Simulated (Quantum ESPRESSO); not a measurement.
**ZrSi3 (Pm-3m): zone-centre phonons**

Aim: the zone-centre modes of ZrSi3 (Pm-3m).

Calculated with Quantum ESPRESSO 7.5; DFT PBE, scalar-relativistic, plane waves, SPMS norm-conserving pseudopotentials.

Most raw output is cut from this account.

The structure was built from a prototype and need not be the compound's stable phase.

### 1. The starting structure

The structure is cubic, space group Pm-3m (No. 221). The conventional cell has a = 4.032 Å, b = 4.032 Å, c = 4.032 Å, α = 90.00°, β = 90.00°, γ = 90.00°. Nearest to Zr lie 12 Si at 2.85 Å. Nearest to Si lie 4 Zr at 2.85 Å and 8 Si at 2.85 Å. Farther neighbours are not listed.

Coordinates:

```cif
data_structure
_symmetry_space_group_name_H-M 'P 1'
_symmetry_Int_Tables_number 1
_cell_length_a 4.0324
_cell_length_b 4.0324
_cell_length_c 4.0324
_cell_angle_alpha 90.000
_cell_angle_beta 90.000
_cell_angle_gamma 90.000
_cell_volume 65.57
loop_
_atom_site_label
_atom_site_type_symbol
_atom_site_fract_x
_atom_site_fract_y
_atom_site_fract_z
_atom_site_occupancy
Zr1 Zr 0.00000 0.00000 0.00000 1
Si2 Si 0.00000 0.50000 0.50000 1
Si3 Si 0.50000 0.00000 0.50000 1
Si4 Si 0.50000 0.50000 0.00000 1
```

### 2. A probe with smearing

Before anything dear is run, a loose run with smearing shows whether this is a metal and how far the cell is from rest.

File probe.in:

```
 &control
    calculation='scf',
    prefix='x',
    outdir='./tmp',
    pseudo_dir='./pseudo',
    tprnfor=.true.,
    tstress=.true.,
    verbosity='high',
 /
 &system
    ibrav=1,
    celldm(1)=7.62013816,
    nat=4,
    ntyp=2,
    ecutwfc=60.0,
    occupations='smearing',
    smearing='gaussian',
    degauss=0.01,
 /
 &electrons
    conv_thr=1.0d-07,
    mixing_beta=0.7,
    electron_maxstep=100,
 /
ATOMIC_SPECIES
 Zr     91.2240  Zr.upf
 Si     28.0850  Si.upf
ATOMIC_POSITIONS crystal
 Zr     0.000000000   0.000000000   0.000000000
 Si     0.000000000   0.500000000   0.500000000
 Si     0.500000000   0.000000000   0.500000000
 Si     0.500000000   0.500000000   0.000000000
K_POINTS automatic
 4 4 4 0 0 0
```

Started as:

```
OMP_NUM_THREADS=1 mpirun -n 4 pw.x -nk 4 -in probe.in > probe.out
```

Wall time 3.5 s (4 MPI ranks of Arm Neoverse V1, shared host).

Numbers from this step:

| Quantity | Value |
| --- | --- |
| volume per atom | 16.39 Å³ |
| pressure | -4.37 GPa |
| gap on the k-mesh | 0 eV |

No gap opens on this mesh, so smearing is kept; the start stands at -4.4 GPa.

### 3. Relaxing the cell and atoms

The relaxation runs at a cutoff a fifth above that of the response, since stress converges more slowly with the basis than frequencies do. Forces and stress are brought to rest with tight thresholds.

File relax.in:

```
 &control
    calculation='vc-relax',
    prefix='x',
    outdir='./tmp',
    pseudo_dir='./pseudo',
    tprnfor=.true.,
    tstress=.true.,
    forc_conv_thr=2.0d-05,
    etot_conv_thr=1.0d-07,
    nstep=40,
 /
 &system
    ibrav=1,
    celldm(1)=7.62013816,
    nat=4,
    ntyp=2,
    ecutwfc=72,
    occupations='smearing',
    smearing='mv',
    degauss=0.02,
 /
 &electrons
    conv_thr=1.0d-11,
    mixing_beta=0.7,
    electron_maxstep=100,
 /
 &ions
 /
 &cell
    press_conv_thr=0.2,
 /
ATOMIC_SPECIES
 Zr     91.2240  Zr.upf
 Si     28.0850  Si.upf
ATOMIC_POSITIONS crystal
 Zr     0.000000000   0.000000000   0.000000000
 Si     0.000000000   0.500000000   0.500000000
 Si     0.500000000   0.000000000   0.500000000
 Si     0.500000000   0.500000000   0.000000000
K_POINTS automatic
 10 10 10 0 0 0
```

Started as:

```
OMP_NUM_THREADS=1 mpirun -n 4 pw.x -nk 4 -in relax.in > relax.out
```

Elapsed: 2 min, on 4 MPI ranks; 7.9 min of CPU time.

The steps of the relaxation:

| step | energy less that of the first step (eV) | largest force (eV/Å) | pressure (GPa) | volume (Å³) |
| --- | --- | --- | --- | --- |
| 1 | 0.0000 | 0.0000 | -3.10 | 65.57 |
| 2 | -0.0148 | 0.0000 | -1.49 | 64.54 |
| 3 | -0.0190 | 0.0000 | 0.08 | 63.61 |
| 4 | -0.0190 | 0.0000 | 0.00 | 63.65 |
| 5 | -0.0190 | 0.0000 | 0.00 | 63.65 |
| 6 | -0.0190 | 0.0000 | 0.00 | 63.65 |

| conventional cell, symmetrised | before | after | change |
| --- | --- | --- | --- |
| a (Å) | 4.032 | 3.993 | -1.0 % |
| b (Å) | 4.032 | 3.993 | -1.0 % |
| c (Å) | 4.032 | 3.993 | -1.0 % |
| volume (Å³/atom) | 16.39 | 15.91 | -2.9 % |

Final coordinates:

```
Zr Si
1.0
     3.99278    0.00000    0.00000
     0.00000    3.99278    0.00000
     0.00000    0.00000    3.99278
Zr Si
1 3
Direct
  0.00000 0.00000 0.00000
  0.00000 0.50000 0.50000
  0.50000 0.00000 0.50000
  0.50000 0.50000 0.00000
```

The last row of the table of steps is pw.x's closing run on a basis chosen anew for the final cell, so its energy can jump.

Read from the output:

```yaml
volume_per_atom: 15.91 Å³
pressure: -0.001 GPa
```

The volume changes by -2.9 % from the cell with which this run began.

### 4. Ground state

Perturbation theory inherits every error of the wavefunctions, so the threshold is set near the limit of the arithmetic. Smearing stays on, as the first look found no gap above 0.3 eV.

File scf.in:

```
 &control
    calculation='scf',
    prefix='x',
    outdir='./tmp',
    pseudo_dir='./pseudo',
    tprnfor=.true.,
    tstress=.true.,
 /
 &system
    ibrav=1,
    celldm(1)=7.54526724,
    nat=4,
    ntyp=2,
    ecutwfc=60.0,
    occupations='smearing',
    smearing='mv',
    degauss=0.02,
 /
 &electrons
    conv_thr=1.0d-12,
    mixing_beta=0.7,
    electron_maxstep=100,
 /
ATOMIC_SPECIES
 Zr     91.2240  Zr.upf
 Si     28.0850  Si.upf
ATOMIC_POSITIONS crystal
 Zr     0.000000000   0.000000000   0.000000000
 Si     0.000000000   0.500000000   0.500000000
 Si     0.500000000   0.000000000   0.500000000
 Si     0.500000000   0.500000000   0.000000000
K_POINTS automatic
 10 10 10 0 0 0
```

Started as:

```
OMP_NUM_THREADS=1 mpirun -n 4 pw.x -nk 4 -in scf.in > scf.out
```

Wall time 18 s (4 MPI ranks).

This step gave:

| Quantity | Value |
| --- | --- |
| pressure | 0 GPa |

The cell stands at 0 GPa, close enough for phonons.

### 5. Zone-centre response

At q = 0 one unit cell holds all displacements; symmetry groups them into irreducible representations that are solved one by one. With smeared occupations no response to a homogeneous field can be asked.

File ph.in:

```
phonons
 &inputph
    prefix='x',
    outdir='./tmp',
    fildyn='g.dyn',
    tr2_ph=1.0d-18,
    alpha_mix(1)=0.4,
    nmix_ph=8,
 /
0.000000000000 0.000000000000 0.000000000000
```

Started as:

```
OMP_NUM_THREADS=1 mpirun -n 4 ph.x -nk 4 -in ph.in > ph.out
```

Wall time 7.3 min (4 MPI ranks); 29 min of CPU time.

Read from the output:

- largest acoustic frequency at the zone centre before the sum rule: 0.74 cm⁻¹
- highest optical zone-centre mode (no LO-TO term): 263.5 cm⁻¹
- lowest optical zone-centre mode: -111.3 cm⁻¹

The acoustic modes at Γ come out as far as 0.7 cm⁻¹ from zero, where they should vanish, a small numerical error. The lowest optical mode is imaginary, 111i cm⁻¹, an instability at this level and on this k mesh.

### 6. Modes with the sum rule

A rigid shift of the crystal must cost nothing, but grids and finite bases break this; the acoustic sum rule is imposed before the matrix is diagonalised again.

File dynmat.in:

```
 &input
    fildyn='g.dyn',
    asr='simple',
    fileig='dynmat.eig',
 /
```

Started as:

```
dynmat.x -in dynmat.in > dynmat.out
```

Run time: 0.45 s. Hardware: 1 thread.

Unit eigenvectors of the mass-weighted matrix after the sum rule; no LO-TO term. The modes at Γ (shares of kinetic energy by element, %) (negative means imaginary):

| mode | frequency (cm⁻¹) | Zr % | Si % |
| --- | --- | --- | --- |
| 1 | -111.3 | 18 | 82 |
| 2 | -111.3 | 18 | 82 |
| 3 | -111.3 | 18 | 82 |
| 4 | 0.0 | 52 | 48 |
| 5 | 0.0 | 52 | 48 |
| 6 | 0.0 | 52 | 48 |
| 7 | 252.2 | 0 | 100 |
| 8 | 252.2 | 0 | 100 |
| 9 | 252.2 | 0 | 100 |
| 10 | 263.5 | 30 | 70 |
| 11 | 263.5 | 30 | 70 |
| 12 | 263.5 | 30 | 70 |

Displacements in mode 1 (-111.3 cm⁻¹), the largest set to 1:
```
Zr1 -0.26 -0.07  0.00
Si2  1.00 -0.02  0.00
Si3 -0.08  0.25  0.00
Si4 -0.08 -0.02  0.00
```

Displacements in mode 11 (263.5 cm⁻¹), the largest set to 1:
```
Zr1 -0.53 -0.30 -0.06
Si2 -0.29  0.56  0.12
Si3  1.00 -0.16  0.12
Si4  1.00  0.56 -0.03
```

The rule moves no optical mode by more than 0.1 cm⁻¹.

### 7. A frozen mode

The atoms are moved along one mode, by 0.015 Å at most in any Cartesian component, and the restoring forces give its frequency without the response code: a check of the response kernel of this functional.

File frozen.in:

```
 &control
    calculation='scf',
    prefix='x',
    outdir='./tmp',
    pseudo_dir='./pseudo',
    tprnfor=.true.,
 /
 &system
    ibrav=1,
    celldm(1)=7.54526724,
    nat=4,
    ntyp=2,
    ecutwfc=60.0,
    occupations='smearing',
    smearing='mv',
    degauss=0.02,
 /
 &electrons
    conv_thr=1.0d-11,
    mixing_beta=0.7,
    electron_maxstep=100,
 /
ATOMIC_SPECIES
 Zr     91.2240  Zr.upf
 Si     28.0850  Si.upf
ATOMIC_POSITIONS crystal
 Zr     0.001238013  -0.001977911  -0.001098109
 Si     0.000681127   0.503756778   0.502085689
 Si     0.497648629  -0.001088112   0.502085689
 Si     0.497648629   0.503756778  -0.000604130
K_POINTS automatic
 10 10 10 0 0 0
```

Started as:

```
OMP_NUM_THREADS=1 mpirun -n 4 pw.x -nk 4 -in frozen.in > frozen.out
```

Elapsed: 2 min, on 4 MPI ranks; 8.1 min of CPU time.

Numbers from this step:

```yaml
frequency_from_the_forces: 263.9 cm⁻¹
frequency_from_linear_response: 263.5 cm⁻¹
```

The forces give 263.9 cm⁻¹ against 263.5 cm⁻¹ from linear response after the sum rule.

### 8. A frozen mode

Changes to frozen.in since step 7:

```diff
@@ -26,6 +26,6 @@
 ATOMIC_POSITIONS crystal
- Zr     0.001238013  -0.001977911  -0.001098109
- Si     0.000681127   0.503756778   0.502085689
- Si     0.497648629  -0.001088112   0.502085689
- Si     0.497648629   0.503756778  -0.000604130
+ Zr    -0.000977228  -0.000246216   0.000000716
+ Si     0.003756778   0.499926473   0.500000000
+ Si     0.499708470   0.000946397   0.500000000
+ Si     0.499708470   0.499926473  -0.000002580
 K_POINTS automatic
```

It took 88 s on 4 MPI ranks; 5.9 min of CPU time.

Numbers from this step:

```yaml
frequency_from_the_forces: -111.3 cm⁻¹
frequency_from_linear_response: -111.3 cm⁻¹
```

The forces give -111.3 cm⁻¹ against -111.3 cm⁻¹ from linear response after the sum rule.

### 9. Sum rules set otherwise: a sum rule for molecules or wires on a crystal

This rule also removes rotations, which suits wires and not a crystal; it is tried to see the harm.

File dynmat.in:

```
 &input
    fildyn='g.dyn',
    asr='one-dim',
    fileig='dynmat.eig',
 /
```

Started as:

```
dynmat.x -in dynmat.in > dynmat.out
```

Wall time 0.45 s (1 thread).

The run ended normally, but on settings that are not sound.

The fault: a sum rule for molecules or wires on a crystal; 1 optical mode is projected out to zero frequency, as if it were a rotation.

For a crystal the rule has to be 'simple' or 'crystal'.

Zone-centre frequencies as printed; negative means imaginary. Modes:

| mode | frequency (cm⁻¹) |
| --- | --- |
| 1 | -111.3 |
| 2 | -111.3 |
| 3 | 0 |
| 4 | 0 |
| 5 | 0 |
| 6 | 0 |
| 7 | 133 |
| 8 | 252.2 |
| 9 | 252.2 |
| 10 | 263.5 |
| 11 | 263.5 |
| 12 | 275.8 |

### 10. Sum rules set otherwise (asr no)

Without the rule the raw error of the acoustic modes shows.

File dynmat.in:

```
 &input
    fildyn='g.dyn',
    asr='no',
    fileig='dynmat.eig',
 /
```

Started as:

```
dynmat.x -in dynmat.in > dynmat.out
```

It took 0.45 s on 1 thread.

Zone-centre frequencies as printed; negative means imaginary. Modes:

| mode | frequency (cm⁻¹) |
| --- | --- |
| 1 | -111.3 |
| 2 | -111.3 |
| 3 | -111.3 |
| 4 | 0.74 |
| 5 | 0.74 |
| 6 | 0.74 |
| 7 | 252.2 |
| 8 | 252.2 |
| 9 | 252.2 |
| 10 | 263.5 |
| 11 | 263.5 |
| 12 | 263.5 |

Against the first rule no mode moves by more than 0.8 cm⁻¹.

### 11. Summary of results

```json
{
  "space group after relaxation": "Pm-3m",
  "volume per atom": "15.9 Å³",
  "highest optical zone-centre mode (no LO-TO term)": "263.5 cm⁻¹",
  "lowest optical zone-centre mode": "-111.3 cm⁻¹",
  "imaginary optical modes at the zone centre (no q mesh in this session)": "yes"
}
```

In words: At the PBE level the optical modes of ZrSi3 (Pm-3m) at the zone centre run from 111i to 264 cm⁻¹, so the structure is a saddle point, with 3 modes beyond 10i cm⁻¹ there. Of the 9 optical modes, 6 are infrared active alone and 3 are silent. These are harmonic frequencies at zero temperature: anharmonic shifts and linewidths and thermal expansion are left out. In a metal the frequencies hang on the k mesh and the smearing, most of all near Kohn anomalies. The structure is a hypothetical one, built on a prototype.

[Host names and launcher messages were left out of these logs when they were recorded.]

[Logs are printed without paths, hosts, clocks, repeated set-up lines and the standing remarks that a program may print on its own settings, such as how far it seeks lower states.]

[Hosts, paths, dates, database ids (printed as entryN), source tags and the programs' standing remarks are cut or masked in the printed files.]
